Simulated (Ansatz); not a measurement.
# NaMgF3 (Neighborite, Pm-3m): following an unstable mode, part 3 of 3

Which phase does NaMgF3 (Neighborite, Pm-3m) fall into along its unstable mode, and how much energy does it gain?

Ansatz 0.2.0; DFT PBEsol, scalar-relativistic, plane waves, PAW; PAW set soft_1.

So far. Step 5 (Energy along the mode, all amplitudes (two of the runs …): The lowest of the steps tried is at 0.45 Å, 26.3 meV/atom below the parent; the bottom of the well need not coincide with a step. Step 7 (The new phase in its own primitive cell): The largest force component left is 0.48 meV/Å and the pressure is -0.001 GPa, within the tolerances set. The cell now holds 11.47 Å³/atom. The relaxed cell has a, b, c = 5.516, 7.669, 5.421 Å (conventional setting).

The database entry behind the starting cell lists a temperature of 1273 K, so it need not match the best structure at ambient conditions.

### 8. Modes of the new phase, k-mesh 6×6×6

A relaxed structure may still be a saddle point, so its zone-centre modes are computed. The response to a homogeneous field gives the Born charges and the dielectric tensor.

File input.yaml:

```yaml
crystal:
  lattice:
    - [-2.7579633881, 3.8342809493, 2.7104522002]
    - [2.7579633881, -3.8342809493, 2.7104522002]
    - [2.7579633881, 3.8342809493, -2.7104522002]
  atoms:
    - { symbol: Na, position: [0.2293026055, 0.9793026055, 0.25] }
    - { symbol: Na, position: [0.7706973945, 0.0206973945, 0.75] }
    - { symbol: Mg, position: [0.5, 0.5, 0.0] }
    - { symbol: Mg, position: [0.0, 0.5, 0.5] }
    - { symbol: F, position: [0.6476585649, 0.3976585649, 0.25] }
    - { symbol: F, position: [0.3523414351, 0.6023414351, 0.75] }
    - { symbol: F, position: [0.80460729, 0.5, 0.80460729] }
    - { symbol: F, position: [0.19539271, 0.5, 0.19539271] }
    - { symbol: F, position: [0.19539271, 0.0, 0.69539271] }
    - { symbol: F, position: [0.80460729, 0.0, 0.30460729] }
kpoints:
  mp_grid: { grid: [6, 6, 6] }
hamiltonian:
  xc: pbesol
  pseudopotentials: { kind: paw, azcp: { folder: soft_1 }, xc_functional: pbe }
scf:
  occupations: { method: fixed }
output:
  eigenvalues: true
phonons:
  method: dfpt
  dielectric: true
  rigid_motions: translations
```

Run with:

```bash
$ ansatz run input.yaml --threads 4 --pin off --max-ram 10240MiB --backend cpu --events-out ev --progress --plain --runs-dir out
```

Numbers of over 12 decimals in the logs are rounded to 6 here.

Output:

```text
[...]
Crystal: 10 atoms, lattice volume = 114.650 Å³
Basis set: ecut = 420 eV, 2237 PW (Γ), exchange–correlation on 80×80×80 points (8 copies of the dense FFT grid, shifted against one another)
Bands: 50, of which v1, the nominal top of the filled ones, is band 40 counted from 1 (39 counted from 0)
Symmetry: 8 space group operations
k-points: 112 of 216 (irreducible under 1 space group operation, time reversal used)
[...]
SCF iter   1: F=—  HF=-11601.051019 eV  |F-HF|=—  |Δ(HF+E_count)|=         —  Δρ=1.53e-1  dr2=1.83e1  ethr=3.10e-3  ⟨swp⟩=5.0  Hψ=20411  notcnv=0  defer=867
[...]
SCF iter  12: F=-11593.980013 eV  HF=-11593.980013 eV  |F-HF|=3.09e-11  |Δ(HF+E_count)|=  2.69e-10  Δρ=2.11e-7  dr2=4.17e-11  ethr=1.00e-12  ⟨swp⟩=13.1  Hψ=42944  notcnv=0
SCF 1 converged in 12 iterations: F = -11593.980013 eV  dr2 = 4.17e-11
[...]
NSCF: frozen V_eff on 5 k-points
DFPT response loops at Γ: preconditioner auto → none (the input reference at scf.mixing.eps_inf says where Resta's filter doesn't serve); β = 0.50; Broyden in place of MSR1
SCF converged after 12 iterations
Free energy (F): -11593.980013 eV
[...]
Internal energy: -11593.980013 eV  (E = F + TS)
E sigma→0 (E₀):  -11593.980013 eV
Fermi energy:    1.709663 eV
[...]
--- Band table (eV; the first three rows and the last of 112) ---
  k-point 0: bands = [... 36 lower, 1.5265, 1.5749, 1.5964, 1.6618, 8.2939, 13.8430, 14.5512, 14.6918, ... 6 higher]
  k-point 1: bands = [... 36 lower, 1.3470, 1.5508, 1.5894, 1.6029, 8.6612, 13.3863, 14.2311, 14.5613, ... 6 higher]
  k-point 2: bands = [... 36 lower, 1.3391, 1.4212, 1.5446, 1.5689, 9.6025, 12.1679, 14.4179, 14.6275, ... 6 higher]
  k-point 111: bands = [... 36 lower, 1.1634, 1.2285, 1.2904, 1.7072, 11.3968, 11.7254, 13.2870, 13.4358, ... 6 higher]
--- Phonons (Γ-DFPT): 12 representative perturbations + reference, on 112 of 216 k-points (Σ response iterations 40) ---
  k mesh reduced under 1 symmetry operation, with k and −k counted as one. Each operation leaves every solved perturbation unchanged. A smaller set is not considered because the run solves the response to a homogeneous field
  ASR residual: 2.295e-4 → 0.000e0 eV/Å²; symmetrization residual: 1.120e-5 eV/Å²
  ASR residual per site (eV/Å²): 1.90e-4 1.90e-4 2.30e-4 2.30e-4 5.64e-5 5.64e-5 7.01e-5 7.01e-5 7.01e-5 7.01e-5
  Γ frequencies (cm⁻¹): 0.00 0.00 0.00 60.78 80.34 84.06 154.73 156.41 160.38 169.37 173.99 189.30 197.35 217.75 239.32 276.82 278.57 285.65 288.15 303.27 311.25 347.07 363.35 386.03 401.33 409.99 453.57 481.92 495.34 497.32
  ε∞ (high-frequency dielectric tensor):
        1.979946     0.000000     0.000000
        0.000000     1.977779     0.000000
        0.000000     0.000000     1.979053
  ε⁰ (static dielectric tensor: ions relaxed, cell fixed):
       13.860983    -0.000000     0.000000
       -0.000000     7.332758     0.000000
        0.000000     0.000000     5.412707
  ε⁰ − ε∞ (ionic part):
       11.881037    -0.000000     0.000000
       -0.000000     5.354979     0.000000
        0.000000     0.000000     3.433655
  softest optical mode at Γ: 60.78 cm⁻¹; the repairs (sum rule, projections) moved no ω² at Γ by more than (2.73 cm⁻¹)²
  Born effective charges Z* (e; rows j = field, columns β = displacement):
    site 0:
         1.10591    0.00000    0.00000
         0.00000    1.06969   -0.00000
        -0.00000    0.00000    1.09300
    site 1:
         1.10591    0.00000    0.00000
         0.00000    1.06969   -0.00000
        -0.00000    0.00000    1.09300
    site 2:
         1.93540    0.00000    0.00000
         0.00000    1.97154   -0.01416
        -0.00000    0.05184    1.95016
    site 3:
         1.93540    0.00000    0.00000
         0.00000    1.97154    0.01416
        -0.00000   -0.05184    1.95016
    site 4:
        -0.87960   -0.00000    0.00000
         0.00000   -1.24858   -0.00000
        -0.00000    0.00000   -0.92173
    site 5:
        -0.87960    0.00000    0.00000
         0.00000   -1.24858   -0.00000
        -0.00000    0.00000   -0.92173
    site 6:
        -1.08086   -0.00000    0.19187
         0.00000   -0.89633   -0.00000
         0.18403    0.00000   -1.06071
    site 7:
        -1.08086    0.00000    0.19187
        -0.00000   -0.89633   -0.00000
         0.18403   -0.00000   -1.06071
    site 8:
        -1.08086   -0.00000   -0.19187
        -0.00000   -0.89633    0.00000
        -0.18403    0.00000   -1.06071
    site 9:
        -1.08086    0.00000   -0.19187
         0.00000   -0.89633    0.00000
        -0.18403   -0.00000   -1.06071
  Z* charge neutrality: 2.704e-5 e pre-enforcement
  k-mesh period / interband length: 32.5 Å / 0.90 Å = 36.27 at k = (0.0000, 0.0000, 0.0000), direct gap 6.632 eV — 14 or more, which is no proof of convergence
  optical modes at Γ without the LO–TO term, one row a degenerate level:
      ω (cm⁻¹)  modes    IR ((D/Å)²/amu)
         60.78      1             0.0000
[...]
optical modes at Γ + LO–TO along q̂ = [1.0000, 0.0000, 0.0000]:
      ω (cm⁻¹)  modes    IR ((D/Å)²/amu)
[...]
optical modes at Γ + LO–TO along q̂ = [0.0000, 1.0000, 0.0000]:
      ω (cm⁻¹)  modes    IR ((D/Å)²/amu)
[...]
optical modes at Γ + LO–TO along q̂ = [0.0000, 0.0000, 1.0000]:
      ω (cm⁻¹)  modes    IR ((D/Å)²/amu)
[...]
288.15      1             0.0000
        311.25      1             0.0000
        347.07      1             0.0000
        350.52      1             1.3458
        363.35      1             0.0000
        401.33      1             0.0000
        404.71      1             1.3619
        409.99      1             0.5656
        453.57      1             7.7525
        481.92      1             8.5070
        495.34      1             0.0000
        593.29      1            14.1960
```

Run time: 3.9 min. Hardware: 4 threads of Intel Xeon Platinum 8488C (Sapphire Rapids), shared host; peak memory 2.6 GiB; 15 min of CPU time.

This step gave:

| Quantity | Value |
| --- | --- |
| sum-rule residual before enforcement | 2.30e-4 eV/Å² |
| miss of the charge sum rule | 2.70e-5 e |
| point group | mmm |
| highest optical mode at the zone centre (no LO-TO term) | 497.3 cm⁻¹ |
| lowest optical zone-centre mode | 60.78 cm⁻¹ |
| mean high-frequency dielectric constant | 1.979 |
| largest Born charge (third of the trace) | 1.952 e |
| mean static dielectric constant | 8.869 |
| top of the zone-centre spectrum with the field | 593.3 cm⁻¹ |

Without the LO-TO term. Patterns of degenerate modes are one choice out of their space. The modes at Γ (shares of kinetic energy by element, %):

```csv
mode,frequency (cm⁻¹),symmetry,Na %,Mg %,F %
1,0.0,acoustic,22,23,55
2,0.0,acoustic,22,23,55
3,0.0,acoustic,22,23,55
4,60.8,B1g,0,0,100
5,80.3,B2g,31,0,69
6,84.1,B3u,48,1,51
7,154.7,B2g,66,0,34
8,156.4,B2u,76,2,22
9,160.4,B3g,99,0,1
10,169.4,Ag,35,0,65
11,174.0,B3u,26,1,73
12,189.3,Au,0,1,99
13,197.3,B1u,55,2,43
14,217.8,Ag,64,0,36
15,239.3,B1u,23,5,72
16,276.8,B2u,1,48,51
17,278.6,B3u,3,42,55
18,285.6,B3g,1,0,99
19,288.1,B2g,3,0,97
20,303.3,B1u,0,44,56
21,311.2,Ag,1,0,99
22,347.1,B3g,0,0,100
23,363.4,B1g,0,0,100
24,386.0,B1u,0,94,6
25,401.3,Au,0,99,1
26,410.0,B2u,0,95,4
27,453.6,B2u,0,31,69
28,481.9,B3u,0,34,66
29,495.3,B3g,0,0,100
30,497.3,B1u,0,31,69
```

Displacements in mode 4 (60.8 cm⁻¹), the largest set to 1:
```
Na1  0.00  0.00  0.00
Na2  0.00  0.00  0.00
Mg3  0.00  0.00  0.00
Mg4  0.00  0.00  0.00
F5   0.00  0.00  0.00
F6   0.00  0.00  0.00
F7   0.99  0.00  1.00
F8  -0.99  0.00 -1.00
F9  -0.99  0.00  1.00
F10  0.99  0.00 -1.00
```

Displacements in mode 28 (481.9 cm⁻¹), the largest set to 1:
```
Na1 -0.01  0.00  0.00
Na2 -0.01  0.00  0.00
Mg3  1.00  0.00  0.00
Mg4  1.00  0.00  0.00
F5   0.17  0.00  0.00
F6   0.17  0.00  0.00
F7  -0.72  0.00  0.86
F8  -0.72  0.00  0.86
F9  -0.72  0.00 -0.86
F10 -0.72  0.00 -0.86
```

Optical modes at the zone centre, without and with the macroscopic field of the longitudinal modes; each column is sorted by frequency, so a row need not hold one and the same mode. Modes with and without the field, by row:

```csv
rank among optical modes,no field (cm⁻¹),"q along (1, 0, 0) (cm⁻¹)","q along (0, 1, 0) (cm⁻¹)","q along (0, 0, 1) (cm⁻¹)"
1,60.8,60.8,60.8,60.8
2,80.3,80.3,80.3,80.3
3,84.1,133.5,84.1,84.1
4,154.7,154.7,154.7,154.7
5,156.4,156.4,160.4,156.4
6,160.4,160.4,169.4,160.4
7,169.4,169.4,174,169.4
8,174,189.3,189.3,174
9,189.3,197.3,197.3,189.3
10,197.3,201.8,202.2,217.8
11,217.8,217.8,217.8,220.7
12,239.3,239.3,239.3,244.9
13,276.8,276.8,278.6,276.8
14,278.6,285.6,285.6,278.6
15,285.6,288.1,288.1,285.6
16,288.1,303.3,303.3,288.1
17,303.3,311.2,311.2,311.2
18,311.2,329.2,328.9,347.1
19,347.1,347.1,347.1,350.5
20,363.4,363.4,363.4,363.4
21,386,386,386,401.3
22,401.3,401.3,401.3,404.7
23,410,410,412.8,410
24,453.6,453.6,481.9,453.6
25,481.9,495.3,495.3,481.9
26,495.3,497.3,497.3,495.3
27,497.3,585.5,564.6,593.3
```

Born charge (rows field, columns displacement) (e), principal values of the symmetric part by kind of site:

```csv
atom,atoms with these values,low,middle,high,mean
Na1,2,1.07,1.09,1.11,1.09
Mg3,2,1.94,1.94,1.98,1.95
F5,2,-1.25,-0.92,-0.88,-1.02
F7,4,-1.26,-0.90,-0.88,-1.01
```

In full for Mg3:

```
 1.94  0.00  0.00
 0.00  1.97 -0.01
 0.00  0.05  1.95
```

High-frequency dielectric tensor:

```
1.98 0.00 0.00
0.00 1.98 0.00
0.00 0.00 1.98
```

Static dielectric tensor (ions relaxed, fixed cell):

```
13.86  0.00  0.00
 0.00  7.33  0.00
 0.00  0.00  5.41
```

Transverse modes. Lines of the infrared spectrum (strongest = 100):

```csv
position (cm⁻¹),label,relative intensity
61,B1g,0.0
80,B2g,0.0
84,B3u,42
155,B2g,0.0
156,B2u,54
160,B3g,0.0
169,Ag,0.0
174,B3u,18
189,Au,0.0
197,B1u,38
218,Ag,0.0
239,B1u,5.4
277,B2u,52
279,B3u,44
286,B3g,0.0
288,B2g,0.0
303,B1u,61
311,Ag,0.0
347,B3g,0.0
363,B1g,0.0
386,B1u,15
401,Au,0.0
410,B2u,6.6
454,B2u,91
482,B3u,100
495,B3g,0.0
497,B1u,84
```

Before it was imposed, the acoustic sum rule was missed by 2.3e-4 eV/Å² and the charge sum rule by 2.7e-5 e. Small misses are needed for a sound result but don't prove that mesh and cutoff are converged. The lowest optical mode is real, 60.8 cm⁻¹.

### 9. Results

```yaml
unstable_mode_of_the_parent: q = (-0.5, -0.5, -0.5), 123i cm⁻¹
depth_at_the_lowest_point_sampled: 26.3 meV/atom
largest_atomic_shift_at_that_point: 0.45 Å
space_group_reached_within_0p01_a: Imma
energy_gained_over_the_parent_first_relaxation_on_the_mesh_of_the_frozen_mode: 36.1 meV/atom
volume_per_atom_phase_reached: 11.5 Å³
gap_on_the_k_mesh_phase_reached: 6.58 eV
lowest_optical_zone_centre_mode_phase_reached: 60.8 cm⁻¹
highest_optical_mode_at_the_zone_centre_no_lo_to_term_phase_reached: 497 cm⁻¹
```

What this shows: Along this mode the structure falls into Imma, 36.1 meV/atom below the parent. At the parent's cell the well is 26.32 meV/atom deep on the steps tried, with its lowest point at a shift of 0.45 Å. Relaxing atoms and cell changes the gain by +9.81 meV/atom against the lowest step (energies at zero smearing). The new phase has no imaginary mode at the zone centre of its cell; other wavevectors were not checked. Of the 4 patterns followed to their end from this parent, this one reaches the lowest energy. Each path keeps the symmetry of its pattern, so a lower phase may lie along a pattern not tried. The PAW files were made for PBE and serve the other functionals too.

[Logs are printed without paths, hosts, clocks, repeated set-up lines and the standing remarks that a program may print on its own settings, such as how far it seeks lower states.]

[Hosts, paths, dates, database ids (printed as entryN), source tags and the programs' standing remarks are cut or masked in the printed files.]
